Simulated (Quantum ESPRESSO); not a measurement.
# FeI2: turning two sublattices against each other, part 2 of 3

Wanted: bilinear and biquadratic couplings of FeI2 from constrained non-collinear runs.

Quantum ESPRESSO 7.5; LDA; plane waves with GBRV 1.5 LDA potentials, no spin-orbit coupling.

So far, largest spin moment in the atom's sphere (μB): step 2 (the collinear order that defines the sublattices) 3.37; step 3 (the parallel state in the same cell) 3.42.

The database entry behind the starting cell has ideal inner coordinates that were not refined, so it need not match the best structure at ambient conditions.

## 4. Angle 0°, no penalty

The two sets tilt by half the angle to either side of z. A collinear state is stationary and needs no penalty.

pw.in

```
&CONTROL
  calculation = 'scf'
  prefix = 'pwscf'
  outdir = './tmp'
  pseudo_dir = './pseudo'
  disk_io = 'nowf'
/
&SYSTEM
  ibrav = 0
  nat = 6
  ntyp = 2
  ecutwfc = 34
  ecutrho = 238
  nbnd = 80
  occupations = 'smearing'
  smearing = 'fd'
  degauss = 0.00999582
  noncolin = .true.
  starting_magnetization(1) = 0.2106
  angle1(1) = 0
  angle2(1) = 0
  starting_magnetization(2) = 0
/
&ELECTRONS
  conv_thr = 6d-08
  electron_maxstep = 150
  mixing_beta = 0.3
/
ATOMIC_SPECIES
Fe     55.8450 fe_lda_v1.5.uspp.F.UPF
I     126.9045 i_lda_v1.uspp.F.UPF
CELL_PARAMETERS bohr
   7.6344935435    0.0000000000    0.0000000000
  -7.6344935435   13.2233307074    0.0000000000
   0.0000000000    0.0000000000   12.7556513412
ATOMIC_POSITIONS crystal
Fe      0.0000000000    0.0000000000    0.0000000000
Fe      0.0000000000    0.5000000000    0.0000000000
I       0.3333333333    0.3333333334    0.2500000000
I       0.3333333333    0.8333333333    0.2500000000
I       0.6666666667    0.1666666666    0.7500000000
I       0.6666666667    0.6666666666    0.7500000000
K_POINTS automatic
4 2 2 0 0 0
```

Command:

```
OMP_NUM_THREADS=1 mpirun -n 4 pw.x -nk 2 -in pw.in > pw.out
```

Log:

```text
[banner, memory and clock lines left out]
Program PWSCF v.7.5 starts

     Found identity + (  0.0000 -0.5000  0.0000) symmetry
     This is a supercell, fractional translations are disabled
     Message from routine setup:
     using ibrav=0 with symmetry is DISCOURAGED, use correct ibrav instead

     bravais-lattice index     =            0
     lattice parameter (alat)  =       7.6345  a.u.
     unit-cell volume          =    1287.7268 (a.u.)^3
     number of atoms/cell      =            6
     number of atomic types    =            2
     number of electrons       =        60.00
     number of Kohn-Sham states=           80
     kinetic-energy cutoff     =      34.0000  Ry
     charge density cutoff     =     238.0000  Ry
     scf convergence threshold =      6.0E-08
     mixing beta               =       0.3000
     number of iterations used =            8  plain     mixing
     Exchange-correlation= SLA  PZ   NOGX NOGC
                           (   1   1   0   0   0   0   0)
     Noncollinear calculation without spin-orbit

     [... lines left out ...]
     PseudoPot. # 1 for Fe read from file:
     fe_lda_v1.5.uspp.F.UPF
     Pseudo is Ultrasoft + core correction, Zval = 16.0

     PseudoPot. # 2 for I  read from file:
     i_lda_v1.uspp.F.UPF
     Pseudo is Ultrasoft + core correction, Zval =  7.0

     atomic species   valence    mass     pseudopotential
     Fe               16.00    55.84500     Fe( 1.00)
     I                 7.00   126.90450     I ( 1.00)

      4 Sym. Ops., with inversion, found

   Cartesian axes

     site n.     atom                  positions (alat units)
         1        Fe     tau(   1) = (   0.0000000   0.0000000   0.0000000  )
         2        Fe     tau(   2) = (  -0.5000000   0.8660254   0.0000000  )
         3        I      tau(   3) = (  -0.0000000   0.5773503   0.4176980  )
         4        I      tau(   4) = (  -0.5000000   1.4433757   0.4176980  )
         5        I      tau(   5) = (   0.5000000   0.2886751   1.2530941  )
         6        I      tau(   6) = (   0.0000000   1.1547005   1.2530941  )

     number of k points=    10  Fermi-Dirac smearing, width (Ry)=  0.0100

     Dense  grid:    79911 G-vectors     FFT dimensions: (  40,  75,  64)

     Smooth grid:    34491 G-vectors     FFT dimensions: (  30,  60,  48)

     Check: negative core charge=   -0.000007
     Generating pointlists ...
     new r_m :   0.2939 (alat units)  2.2442 (a.u.) for type    1
     new r_m :   0.2939 (alat units)  2.2442 (a.u.) for type    2

     Initial potential from superposition of free atoms

     starting charge      57.9996, renormalised to      60.0000

     atom number    1 relative position :    0.0000   0.0000   0.0000
     charge :    14.654107  (integrated on a sphere of radius 0.294)
     magnetization :          0.000000    0.000000    3.027589
     magnetization/charge:    0.000000    0.000000    0.206603
     polar coord.: r, theta, phi [deg] :     3.027589    0.000000  360.000000

     atom number    2 relative position :   -0.5000   0.8660   0.0000
     charge :    14.654165  (integrated on a sphere of radius 0.294)
     magnetization :          0.000000    0.000000    3.027598
     magnetization/charge:    0.000000    0.000000    0.206603
     polar coord.: r, theta, phi [deg] :     3.027598    0.000000  360.000000

     atom number    3 relative position :   -0.0000   0.5774   0.4177
     charge :     4.611636  (integrated on a sphere of radius 0.294)
     magnetization :          0.000000    0.000000    0.012386
     magnetization/charge:    0.000000    0.000000    0.002686
     polar coord.: r, theta, phi [deg] :     0.012386    0.000000  360.000000

     atom number    4 relative position :   -0.5000   1.4434   0.4177
     charge :     4.612730  (integrated on a sphere of radius 0.294)
     magnetization :          0.000000    0.000000    0.012394
     magnetization/charge:    0.000000    0.000000    0.002687
     polar coord.: r, theta, phi [deg] :     0.012394    0.000000  360.000000

     atom number    5 relative position :    0.5000   0.2887   1.2531
     charge :     4.612730  (integrated on a sphere of radius 0.294)
     magnetization :          0.000000    0.000000    0.012394
     magnetization/charge:    0.000000    0.000000    0.002687
     polar coord.: r, theta, phi [deg] :     0.012394    0.000000  360.000000

     atom number    6 relative position :    0.0000   1.1547   1.2531
     charge :     4.611636  (integrated on a sphere of radius 0.294)
     magnetization :          0.000000    0.000000    0.012386
     magnetization/charge:    0.000000    0.000000    0.002686
     polar coord.: r, theta, phi [deg] :     0.012386    0.000000  360.000000

     Starting wfcs are   84 randomized atomic wfcs

     Self-consistent Calculation

     iteration #  1     ecut=    34.00 Ry     beta= 0.30
     Davidson diagonalization with overlap
     ethr =  1.00E-02,  avg # of iterations =  3.4

     total energy              =    -758.58865954 Ry
     estimated scf accuracy    <       2.07317973 Ry

     total magnetization       =     0.00     0.00     4.92 Bohr mag/cell
     absolute magnetization    =     4.95 Bohr mag/cell

     [... further iterations left out ...]

     iteration # 17     ecut=    34.00 Ry     beta= 0.30
     Davidson diagonalization with overlap
     ethr =  1.98E-10,  avg # of iterations =  3.6

     atom number    1 relative position :    0.0000   0.0000   0.0000
     charge :    14.707751  (integrated on a sphere of radius 0.294)
     magnetization :          0.000000    0.000000    3.424138
     magnetization/charge:    0.000000    0.000000    0.232812
     polar coord.: r, theta, phi [deg] :     3.424138    0.000000  360.000000

     atom number    2 relative position :   -0.5000   0.8660   0.0000
     charge :    14.707801  (integrated on a sphere of radius 0.294)
     magnetization :          0.000000    0.000000    3.424142
     magnetization/charge:    0.000000    0.000000    0.232811
     polar coord.: r, theta, phi [deg] :     3.424142    0.000000  360.000000

     atom number    3 relative position :   -0.0000   0.5774   0.4177
     charge :     4.519752  (integrated on a sphere of radius 0.294)
     magnetization :          0.000000    0.000000    0.161534
     magnetization/charge:    0.000000    0.000000    0.035740
     polar coord.: r, theta, phi [deg] :     0.161534    0.000000  360.000000

     atom number    4 relative position :   -0.5000   1.4434   0.4177
     charge :     4.520852  (integrated on a sphere of radius 0.294)
     magnetization :          0.000000    0.000000    0.161572
     magnetization/charge:    0.000000    0.000000    0.035739
     polar coord.: r, theta, phi [deg] :     0.161572    0.000000  360.000000

     atom number    5 relative position :    0.5000   0.2887   1.2531
     charge :     4.520852  (integrated on a sphere of radius 0.294)
     magnetization :          0.000000    0.000000    0.161572
     magnetization/charge:    0.000000    0.000000    0.035739
     polar coord.: r, theta, phi [deg] :     0.161572    0.000000  360.000000

     atom number    6 relative position :    0.0000   1.1547   1.2531
     charge :     4.519752  (integrated on a sphere of radius 0.294)
     magnetization :          0.000000    0.000000    0.161534
     magnetization/charge:    0.000000    0.000000    0.035740
     polar coord.: r, theta, phi [deg] :     0.161534    0.000000  360.000000

     End of self-consistent calculation

     [... lines left out ...]
     the Fermi energy is     5.5413 ev

!    total energy              =    -759.35998543 Ry
     estimated scf accuracy    <       0.00000002 Ry
     smearing contrib. (-TS)   =      -0.03029588 Ry
     internal energy E=F+TS    =    -759.32968955 Ry

     The total energy is F=E-TS. E is the sum of the following terms:
     one-electron contribution =    -510.86276921 Ry
     hartree contribution      =     273.47730931 Ry
     xc contribution           =    -247.26407337 Ry
     ewald contribution        =    -274.68015627 Ry

     total magnetization       =    -0.00     0.00     7.94 Bohr mag/cell
     absolute magnetization    =     7.95 Bohr mag/cell

     convergence has been achieved in  17 iterations
```

Elapsed: 77 s, on 4 MPI ranks of Arm Neoverse V1, shared host; peak memory 0.74 GiB; 5.2 min of CPU time.

Spin moment in the atom's sphere by atom:

```
atom  x (μB)  y (μB)  z (μB)  size
 Fe1    0.00    0.00    3.42  3.42
 Fe2    0.00    0.00    3.42  3.42
  I3    0.00    0.00    0.16  0.16
  I4    0.00    0.00    0.16  0.16
  I5    0.00    0.00    0.16  0.16
  I6    0.00    0.00    0.16  0.16
```

Read from the output:

- smearing term TS: 0.4122 eV
- magnetization: 0, 0, 7.938 μB
- absolute magnetization: 7.953 μB
- final state: ferromagnetic

## 5. Angle 30°, lambda 0.5 Ry

A penalty pulls the polar angle of each moment to the typed one; its size and its azimuth are free.

pw.in

```
&CONTROL
  calculation = 'scf'
  prefix = 'pwscf'
  outdir = './tmp'
  pseudo_dir = './pseudo'
  disk_io = 'nowf'
/
&SYSTEM
  ibrav = 0
  nat = 6
  ntyp = 4
  ecutwfc = 34
  ecutrho = 238
  nbnd = 80
  occupations = 'smearing'
  smearing = 'fd'
  degauss = 0.00999582
  noncolin = .true.
  starting_magnetization(1) = 0.2106
  angle1(1) = 15
  angle2(1) = 0
  starting_magnetization(2) = 0.2106
  angle1(2) = 15
  angle2(2) = 180
  starting_magnetization(3) = 0.0229
  angle1(3) = 3.576
  angle2(3) = 180
  starting_magnetization(4) = 0.0229
  angle1(4) = 3.576
  angle2(4) = 0
  constrained_magnetization = 'atomic direction'
  lambda = 0.5
/
&ELECTRONS
  conv_thr = 6d-08
  electron_maxstep = 150
  mixing_beta = 0.3
/
ATOMIC_SPECIES
Fe1    55.8450 fe_lda_v1.5.uspp.F.UPF
Fe2    55.8450 fe_lda_v1.5.uspp.F.UPF
I1    126.9045 i_lda_v1.uspp.F.UPF
I2    126.9045 i_lda_v1.uspp.F.UPF
CELL_PARAMETERS bohr
   7.6344935435    0.0000000000    0.0000000000
  -7.6344935435   13.2233307074    0.0000000000
   0.0000000000    0.0000000000   12.7556513412
ATOMIC_POSITIONS crystal
Fe1     0.0000000000    0.0000000000    0.0000000000
Fe2     0.0000000000    0.5000000000    0.0000000000
I1      0.3333333333    0.3333333334    0.2500000000
I2      0.3333333333    0.8333333333    0.2500000000
I2      0.6666666667    0.1666666666    0.7500000000
I1      0.6666666667    0.6666666666    0.7500000000
K_POINTS automatic
4 2 2 0 0 0
```

Log:

```text
     [... lines left out ...]
Program PWSCF v.7.5 starts
     [... lines left out ...]
     number of atoms/cell      =            6
     [... lines left out ...]
     number of electrons       =        60.00
     number of Kohn-Sham states=           80
     kinetic-energy cutoff     =      34.0000  Ry
     charge density cutoff     =     238.0000  Ry
     scf convergence threshold =      6.0E-08
     [... lines left out ...]
     Noncollinear calculation without spin-orbit
     [... lines left out ...]
      2 Sym. Ops., with inversion, found
     [... lines left out ...]
     number of k points=    12  Fermi-Dirac smearing, width (Ry)=  0.0100
     [... lines left out ...]
     iteration # 22     ecut=    34.00 Ry     beta= 0.30
     [... lines left out ...]
     constraint energy (Ry) =      0.00000228
     atom number    1 relative position :    0.0000   0.0000   0.0000
     [... lines left out ...]
     magnetization :          0.868484   -0.000013    3.308349
     [... lines left out ...]
     atom number    2 relative position :   -0.5000   0.8660   0.0000
     [... lines left out ...]
     magnetization :         -0.868484   -0.000013    3.308354
     [... lines left out ...]
     atom number    3 relative position :   -0.0000   0.5774   0.4177
     [... lines left out ...]
     magnetization :         -0.010982   -0.000001    0.155376
     [... lines left out ...]
     atom number    4 relative position :   -0.5000   1.4434   0.4177
     [... lines left out ...]
     magnetization :          0.010984   -0.000001    0.155413
     [... lines left out ...]
     atom number    5 relative position :    0.5000   0.2887   1.2531
     [... lines left out ...]
     magnetization :          0.010984   -0.000001    0.155413
     [... lines left out ...]
     atom number    6 relative position :    0.0000   1.1547   1.2531
     [... lines left out ...]
     magnetization :         -0.010982   -0.000001    0.155376
     [... lines left out ...]
     the Fermi energy is     5.5473 ev
!    total energy              =    -759.35990199 Ry
     estimated scf accuracy    <       0.00000004 Ry
     smearing contrib. (-TS)   =      -0.03051054 Ry
     [... lines left out ...]
     total magnetization       =    -0.00    -0.00     7.67 Bohr mag/cell
     absolute magnetization    =     7.92 Bohr mag/cell
     [... lines left out ...]
     convergence has been achieved in  22 iterations
```

It took 2.1 min on 4 MPI ranks; peak memory 0.78 GiB; 8.3 min of CPU time.

Spin moment in the atom's sphere by atom:

```
atom  x (μB)  y (μB)  z (μB)  size
 Fe1    0.87    0.00    3.31  3.42
 Fe2   -0.87    0.00    3.31  3.42
  I3   -0.01    0.00    0.16  0.16
  I4    0.01    0.00    0.16  0.16
  I5    0.01    0.00    0.16  0.16
  I6   -0.01    0.00    0.16  0.16
```

This step gave:

| Property | Result |
| --- | --- |
| smearing term TS | 0.4151 eV |
| magnetization | 0, 0, 7.665 μB |
| absolute magnetization | 7.916 μB |
| penalty energy | 0.031 meV |
| final state | non-collinear |

## 6. Angle 60°, lambda 0.5 Ry

pw.in, as its differences from that of step 5:

```diff
@@ -19,12 +19,12 @@
   starting_magnetization(1) = 0.2106
-  angle1(1) = 15
+  angle1(1) = 30
   angle2(1) = 0
   starting_magnetization(2) = 0.2106
-  angle1(2) = 15
+  angle1(2) = 30
   angle2(2) = 180
-  starting_magnetization(3) = 0.0229
-  angle1(3) = 3.576
+  starting_magnetization(3) = 0.0202
+  angle1(3) = 8.13
   angle2(3) = 180
-  starting_magnetization(4) = 0.0229
-  angle1(4) = 3.576
+  starting_magnetization(4) = 0.0202
+  angle1(4) = 8.13
   angle2(4) = 0
```

Log:

```text
     [... lines left out ...]
Program PWSCF v.7.5 starts
     [... lines left out ...]
     number of atoms/cell      =            6
     [... lines left out ...]
     number of electrons       =        60.00
     number of Kohn-Sham states=           80
     kinetic-energy cutoff     =      34.0000  Ry
     charge density cutoff     =     238.0000  Ry
     scf convergence threshold =      6.0E-08
     [... lines left out ...]
     Noncollinear calculation without spin-orbit
     [... lines left out ...]
      2 Sym. Ops., with inversion, found
     [... lines left out ...]
     number of k points=    12  Fermi-Dirac smearing, width (Ry)=  0.0100
     [... lines left out ...]
     iteration # 16     ecut=    34.00 Ry     beta= 0.30
     [... lines left out ...]
     constraint energy (Ry) =      0.00000262
     atom number    1 relative position :    0.0000   0.0000   0.0000
     [... lines left out ...]
     magnetization :          1.696925    0.000038    2.957990
     [... lines left out ...]
     atom number    2 relative position :   -0.5000   0.8660   0.0000
     [... lines left out ...]
     magnetization :         -1.696850   -0.000026    2.957843
     [... lines left out ...]
     atom number    3 relative position :   -0.0000   0.5774   0.4177
     [... lines left out ...]
     magnetization :         -0.020194   -0.000000    0.137312
     [... lines left out ...]
     atom number    4 relative position :   -0.5000   1.4434   0.4177
     [... lines left out ...]
     magnetization :          0.020215    0.000001    0.137342
     [... lines left out ...]
     atom number    5 relative position :    0.5000   0.2887   1.2531
     [... lines left out ...]
     magnetization :          0.020215    0.000001    0.137342
     [... lines left out ...]
     atom number    6 relative position :    0.0000   1.1547   1.2531
     [... lines left out ...]
     magnetization :         -0.020194   -0.000000    0.137312
     [... lines left out ...]
     the Fermi energy is     5.5637 ev
!    total energy              =    -759.35964339 Ry
     estimated scf accuracy    <       0.00000005 Ry
     smearing contrib. (-TS)   =      -0.03116267 Ry
     [... lines left out ...]
     total magnetization       =     0.00     0.00     6.84 Bohr mag/cell
     absolute magnetization    =     7.81 Bohr mag/cell
     [... lines left out ...]
     convergence has been achieved in  16 iterations
```

The job ended after 98 s (4 MPI ranks; peak memory 0.78 GiB).

Numbers from this step:

```yaml
smearing_term_ts: 0.4240 eV
magnetization: 0, 0, 6.842 μB
absolute_magnetization: 7.808 μB
penalty_energy: 0.0356 meV
final_state: non-collinear
largest_moment: 3.410 μB
```

(Continued in part 3 of 3.)

[Logs and program files are shortened in this print: banners, set-up blocks, solver, clock and traceback lines can be left out without a mark of their own.]

[Logs are printed without paths, hosts, clocks, repeated set-up lines and the standing remarks that a program may print on its own settings, such as how far it seeks lower states.]

[Hosts, paths, dates, database ids (printed as entryN), source tags and the programs' standing remarks are cut or masked in the printed files.]

[Where a cell is said to come from a database of computed structures, the database is the Materials Project.]
